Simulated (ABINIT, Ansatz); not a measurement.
# TlBr3 (Pm-3m): zone-centre phonons, part 2 of 4

Wanted: the vibrations of TlBr3 (Pm-3m) at Γ, by two programs.

ABINIT 10.8.3; DFT LDA, scalar-relativistic, plane waves, HGH norm-conserving pseudopotentials.

So far. Step 2 (Relaxing the cell and atoms): The volume changes by -6.8 % from the cell with which this run began. Step 3 (Ground state): The cell stands at -1.7 GPa: the relaxation ran with a smoothed and higher cutoff, and the difference is a stress of the finite basis. The relaxed cell has a = 5.317 Å (conventional setting).

The structure was built from a prototype and need not be the compound's stable phase.

## Step 4: Zone-centre response

At q = 0 one unit cell holds all displacements. The response is solved for single atoms along the cell's directions, and symmetry skips those that follow from others. The crystal is treated as a metal, which screens a static field, so no field response is asked.

dfpt_gamma.abi reads:

```

# common to the responses
getwfk_filepath "gso_WFK"
kptopt 2
nqpt 1
qpt 0.0 0.0 0.0
asr 0
chneut 0

# displacements
rfphon 1
rfatpol 1 4
rfdir 1 1 1
tolvrs 1.0d-10
prtwf 0

# basis, mesh and filling
ecut 20.0
ixc 7
ngkpt 6 6 6
nshiftk 1
shiftk 0.0 0.0 0.0
istwfk *1
occopt 7
tsmear 0.01
nband 19
nstep 100
diemac 1000000.0
prtebands 0
prtgsr 0

# cell and atoms
acell 10.04772889 10.04772889 10.04772889
rprim 
    1.0 0.0 0.0
    0.0 1.0 0.0
    0.0 0.0 1.0
ntypat 2
znucl 81 35
natom 4
typat 1 2 2 2
xred 
    0.0 0.0 0.0
    0.5 0.0 0.0
    0.0 0.5 0.0
    0.0 0.0 0.5
pp_dirpath "./pseudo"
pseudos "Tl.hgh, Br.hgh"
```

The run is started by

```console
OMP_NUM_THREADS=1 mpirun -n 4 abinit dfpt_gamma.abi > dfpt_gamma.log
```

Numbers of over 12 decimals in the logs are rounded to 6 here.

dfpt_gamma.abo, the main output file:

```text
[banners, grids, parts of the stress and lines that vanish by symmetry left out]
- input  file    -> dfpt_gamma.abi
- output file    -> dfpt_gamma.abo
- root for input  files -> dfpt_gammai
- root for output files -> dfpt_gammao

 Symmetries : space group Pm -3 m (#221); Bravais cP (primitive cubic)
================================================================================
 Values of the parameters that define the memory need of the present run (RF).
     intxc =       0      iscf =       7    lmnmax =       6     lnmax =       6
     mgfft =      45  mpssoang =       3    mqgrid =    3001     natom =       4
  nloc_mem =       1    nspden =       1   nspinor =       1    nsppol =       1
      nsym =      48    n1xccc =       0    ntypat =       2    occopt =       7
   xclevel =       1
-    mband =          19        mffmem =           1         mkmem =          28
-   mkqmem =          28        mk1mem =          28           mpw =        4385
      nfft =       91125          nkpt =         112
- my_mband =          19
================================================================================
================================================================================

--------------------------------------------------------------------------------
------------- Echo of variables that govern the present computation ------------
--------------------------------------------------------------------------------
-
- outvars: echo of selected default values
-   iomode0 =  0 , fftalg0 =312 , wfoptalg0 =  0
-
- outvars: echo of global parameters not present in the input file
-  max_nthreads =    1
-
 -outvars: echo values of preprocessed input variables
 [... echo left out ...]
================================================================================

 chkinp: Checking input parameters for consistency.

[...]
== DATASET  1 ==================================================================
-   mpi_nproc: 4, omp_nthreads: 1 (-1 if OMP is not activated)

--- !DatasetInfo
iteration_state: {dtset: 1, }
dimensions: {natom: 4, nkpt: 112, mband: 19, nsppol: 1, nspinor: 1, nspden: 1, mpw: 4385, }
cutoff_energies: {ecut:  20.0, pawecutdg:  -1.0, }
electrons: {nelect:   2.40000000E+01, charge:   0.00000000E+00, occopt:   7.00000000E+00, tsmear:   1.00000000E-02, }
meta: {optdriver: 1, rfphon: 1, }
...

 mkfilename: getwfk from: gso_WFK

 Exchange-correlation functional for the present dataset will be:
  LDA: Perdew-Wang 92 LSD fit to Ceperley-Alder data - ixc=7
 Citation for XC functional:
  J.P.Perdew and Y.Wang, PRB 45, 13244 (1992)

 Real(R)+Recip(G) space primitive vectors, cartesian coordinates (Bohr,Bohr^-1):
 R(1)= 10.0477289  0.0000000  0.0000000  G(1)=  0.0995250  0.0000000  0.0000000
 R(2)=  0.0000000 10.0477289  0.0000000  G(2)=  0.0000000  0.0995250  0.0000000
 R(3)=  0.0000000  0.0000000 10.0477289  G(3)=  0.0000000  0.0000000  0.0995250
 Unit cell volume ucvol=  1.0143871E+03 bohr^3
 Angles (23,13,12)=  9.00000000E+01  9.00000000E+01  9.00000000E+01 degrees
 setup1 : take into account q-point for computing boxcut.

 getcut: wavevector=  0.0000  0.0000  0.0000  ngfft=  45  45  45
         ecut(hartree)=     20.000   => boxcut(ratio)=   2.17523

--- Pseudopotential description ------------------------------------------------
- pspini: atom type   1  psp file is ./pseudo/Tl.hgh

- pspini: atom type   2  psp file is ./pseudo/Br.hgh

   8.54428168E+02                                ecore*ucvol(ha*bohr**3)
--------------------------------------------------------------------------------

 ==>  initialize data related to q vector <==

 The list of irreducible perturbations for this q vector is:
    1)    idir= 1    ipert=   1
    2)    idir= 1    ipert=   2
    3)    idir= 2    ipert=   2

[...]
The perturbation idir=   2  ipert=   1 is
 symmetric of a previously calculated perturbation.
 So, its SCF calculation is not needed.

 The perturbation idir=   3  ipert=   1 is
 symmetric of a previously calculated perturbation.
 So, its SCF calculation is not needed.

 The perturbation idir=   3  ipert=   2 is
 symmetric of a previously calculated perturbation.
 So, its SCF calculation is not needed.

 The perturbation idir=   1  ipert=   3 is
 symmetric of a previously calculated perturbation.
 So, its SCF calculation is not needed.

[...]
The perturbation idir=   2  ipert=   4 is
 symmetric of a previously calculated perturbation.
 So, its SCF calculation is not needed.

 The perturbation idir=   3  ipert=   4 is
 symmetric of a previously calculated perturbation.
 So, its SCF calculation is not needed.

--------------------------------------------------------------------------------
 Perturbation wavevector (in red.coord.)   0.000000  0.000000  0.000000
 Perturbation : displacement of atom   1   along direction   1
 Found     8 symmetries that leave the perturbation invariant.

[...]
dfpt_looppert : total number of electrons, from k and k+q
  fully or partially occupied states are    2.400000E+01 and    2.400000E+01.
 Initialisation of the first-order wave-functions :
  ireadwf=   0

--- !BeginCycle
iteration_state: {dtset: 1, }
solver: {iscf: 7, nstep: 100, nline: 4, wfoptalg: 0, }
tolerances: {tolvrs: 1.00E-10, }
...

     iter   2DEtotal(Ha)        deltaE(Ha) residm    vres2
-ETOT  1   31.868948892765     -2.070E+01 6.477E-01 9.679E+04
 ETOT  2   2.056292     -2.981E+01 3.745E-02 1.678E+03
 ETOT  3   1.577617     -4.787E-01 1.046E-02 8.468E+02
 ETOT  4   1.412450     -1.652E-01 1.234E-03 5.087E+01
 ETOT  5   1.406758     -5.692E-03 2.668E-04 1.480E+00
[...]
At SCF step   12       vres2   =  5.89E-11 < tolvrs=  1.00E-10 =>converged.
[...]
Mean square residual over all n,k,spin=   19.697E-16; max=  76.359E-14

 Thirteen components of 2nd-order total energy (hartree) are
 1,2,3: 0th-order hamiltonian combined with 1st-order wavefunctions
     kin0=   5.11210602E+01 eigvalue=   5.50421915E+00  local=  -3.00948221E+01
 4,5,6: 1st-order hamiltonian combined with 1st and 0th-order wfs
 loc psp =  -1.19545720E+01  Hartree=   1.27725261E+01     xc=  -5.11652107E+00
 note that "loc psp" includes a xc core correction that could be resolved
 7,8,9: eventually, occupation + non-local contributions
    edocc=   7.68588614E+00     enl0=   9.29453040E+00   enl1=  -9.03791859E+01
 1-9 gives the relaxation energy (to be shifted if some occ is /=2.0)
   erelax=  -5.11668790E+01
 10,11,12 Non-relaxation  contributions : frozen-wavefunctions and Ewald
 fr.local=  -2.44799547E+01 fr.nonlo=   5.07894576E+01  Ewald=   2.62640230E+01
 13,14 Frozen wf xc core corrections (1) and (2)
 frxc 1  =   0.00000000E+00  frxc 2 =   0.00000000E+00
 Resulting in :
 2DEtotal=    0.1406646969E+01 Ha. Also 2DEtotal=    0.382768139931E+02 eV
    (2DErelax=   -5.1166878990E+01 Ha. 2DEnonrelax=    5.2573525960E+01 Ha)
    (  non-var. 2DEtotal :    1.4066470272E+00 Ha)

[...]
Perturbation wavevector (in red.coord.)   0.000000  0.000000  0.000000
 Perturbation : displacement of atom   2   along direction   1
 Found     8 symmetries that leave the perturbation invariant.

[...]
dfpt_looppert : total number of electrons, from k and k+q
  fully or partially occupied states are    2.400000E+01 and    2.400000E+01.
 Initialisation of the first-order wave-functions :
  ireadwf=   0

--- !BeginCycle
iteration_state: {dtset: 1, }
solver: {iscf: 7, nstep: 100, nline: 4, wfoptalg: 0, }
tolerances: {tolvrs: 1.00E-10, }
...

     iter   2DEtotal(Ha)        deltaE(Ha) residm    vres2
-ETOT  1   627.14906214360     -2.480E+02 2.035E+00 1.694E+06
[...]
At SCF step   13       vres2   =  2.40E-11 < tolvrs=  1.00E-10 =>converged.
[...]
Mean square residual over all n,k,spin=   24.745E-16; max=  98.113E-14

 Thirteen components of 2nd-order total energy (hartree) are
 1,2,3: 0th-order hamiltonian combined with 1st-order wavefunctions
     kin0=   8.22061708E+02 eigvalue=   5.79495051E+01  local=  -5.31699710E+02
 4,5,6: 1st-order hamiltonian combined with 1st and 0th-order wfs
 loc psp =  -5.84238169E+02  Hartree=   2.71035675E+02     xc=  -8.07544693E+01
 note that "loc psp" includes a xc core correction that could be resolved
 7,8,9: eventually, occupation + non-local contributions
    edocc=   4.59009212E+01     enl0=   2.85461801E+02   enl1=  -1.15567269E+03
 1-9 gives the relaxation energy (to be shifted if some occ is /=2.0)
   erelax=  -8.69955429E+02
 10,11,12 Non-relaxation  contributions : frozen-wavefunctions and Ewald
 fr.local=   1.50618903E+02 fr.nonlo=   5.69772255E+02  Ewald=   1.54752158E+02
 13,14 Frozen wf xc core corrections (1) and (2)
 frxc 1  =   0.00000000E+00  frxc 2 =   0.00000000E+00
 Resulting in :
 2DEtotal=    0.5187887625E+01 Ha. Also 2DEtotal=    0.141169613963E+03 eV
    (2DErelax=   -8.6995542859E+02 Ha. 2DEnonrelax=    8.7514331621E+02 Ha)
    (  non-var. 2DEtotal :    5.1878865182E+00 Ha)

[...]
Perturbation wavevector (in red.coord.)   0.000000  0.000000  0.000000
 Perturbation : displacement of atom   2   along direction   2
 Found     4 symmetries that leave the perturbation invariant.

--------------------------------------------------------------------------------

--------------------------------------------------------------------------------

 dfpt_looppert : total number of electrons, from k and k+q
  fully or partially occupied states are    2.400000E+01 and    2.400000E+01.
 Initialisation of the first-order wave-functions :
  ireadwf=   0

--- !BeginCycle
iteration_state: {dtset: 1, }
solver: {iscf: 7, nstep: 100, nline: 4, wfoptalg: 0, }
tolerances: {tolvrs: 1.00E-10, }
...

     iter   2DEtotal(Ha)        deltaE(Ha) residm    vres2
-ETOT  1   387.37076829201     -4.997E+02 2.214E+00 1.099E+06
[...]
ETOT 13 -0.319467     -9.322E-12 2.476E-12 6.103E-10
 ETOT 14 -0.319467      8.413E-12 1.183E-13 5.565E-11

 At SCF step   14       vres2   =  5.57E-11 < tolvrs=  1.00E-10 =>converged.
[...]
Mean square residual over all n,k,spin=   29.090E-17; max=  11.826E-14

 Thirteen components of 2nd-order total energy (hartree) are
 1,2,3: 0th-order hamiltonian combined with 1st-order wavefunctions
     kin0=   8.89895223E+02 eigvalue=   5.71641134E+01  local=  -5.94647032E+02
 4,5,6: 1st-order hamiltonian combined with 1st and 0th-order wfs
 loc psp =  -5.08432591E+02  Hartree=   2.52482895E+02     xc=  -8.36017440E+01
 note that "loc psp" includes a xc core correction that could be resolved
 7,8,9: eventually, occupation + non-local contributions
    edocc=   2.71520330E+01     enl0=   3.38966160E+02   enl1=  -1.26639071E+03
 1-9 gives the relaxation energy (to be shifted if some occ is /=2.0)
   erelax=  -8.87411648E+02
 10,11,12 Non-relaxation  contributions : frozen-wavefunctions and Ewald
 fr.local=   2.48862095E+02 fr.nonlo=   6.41191432E+02  Ewald=  -2.96134702E+00
 13,14 Frozen wf xc core corrections (1) and (2)
 frxc 1  =   0.00000000E+00  frxc 2 =   0.00000000E+00
 Resulting in :
 2DEtotal=   -0.3194674247E+00 Ha. Also 2DEtotal=   -0.869315148540E+01 eV
    (2DErelax=   -8.8741164794E+02 Ha. 2DEnonrelax=    8.8709218052E+02 Ha)
    (  non-var. 2DEtotal :   -3.1946796455E-01 Ha)

[...]
---- first-order wavefunction calculations are completed ----

 ==> Compute Derivative Database <==

 [... matrices left out ...]
  Phonon wavevector (reduced coordinates) :  0.00000  0.00000  0.00000
 Phonon energies in Hartree :
  -2.558406E-04 -2.558406E-04 -2.558406E-04 -1.509329E-04 -1.509329E-04
  -1.509329E-04 -9.043318E-06 -9.043318E-06 -9.043317E-06  6.595924E-04
   6.595924E-04  6.595924E-04
 Phonon frequencies in cm-1    :
- -5.615053E+01 -5.615053E+01 -5.615053E+01 -3.312594E+01 -3.312594E+01
- -3.312594E+01 -1.984779E+00 -1.984779E+00 -1.984779E+00  1.447638E+02
-  1.447638E+02  1.447638E+02

== END DATASET(S) ==============================================================
================================================================================

 -outvars: echo values of variables after computation
            acell      1.0047728890E+01  1.0047728890E+01  1.0047728890E+01 Bohr
           etotal     -3.1946742466E-01
            fcart      0.0000000000E+00  0.0000000000E+00  0.0000000000E+00
           strten      0.0000000000E+00  0.0000000000E+00  0.0000000000E+00
================================================================================
```

Wall time 2.5 min (4 MPI ranks of Arm Neoverse V1, shared host); 10 min of CPU time.

Numbers from this step:

* largest acoustic frequency at the zone centre before the sum rule: -1.98 cm⁻¹
* highest optical zone-centre mode (no LO-TO term): 144.8 cm⁻¹
* lowest optical zone-centre mode: -56.15 cm⁻¹

The acoustic modes at Γ come out as far as 2.0 cm⁻¹ from zero, where they should vanish, a small numerical error. The lowest optical mode is imaginary, 56i cm⁻¹, an instability at this level and on this k mesh.

(Continued in part 3 of 4.)

[Host names and launcher messages were left out of these logs when they were recorded.]

[Logs are printed without paths, hosts, clocks, repeated set-up lines and the standing remarks that a program may print on its own settings, such as how far it seeks lower states.]

[Hosts, paths, dates, database ids (printed as entryN), source tags and the programs' standing remarks are cut or masked in the printed files.]
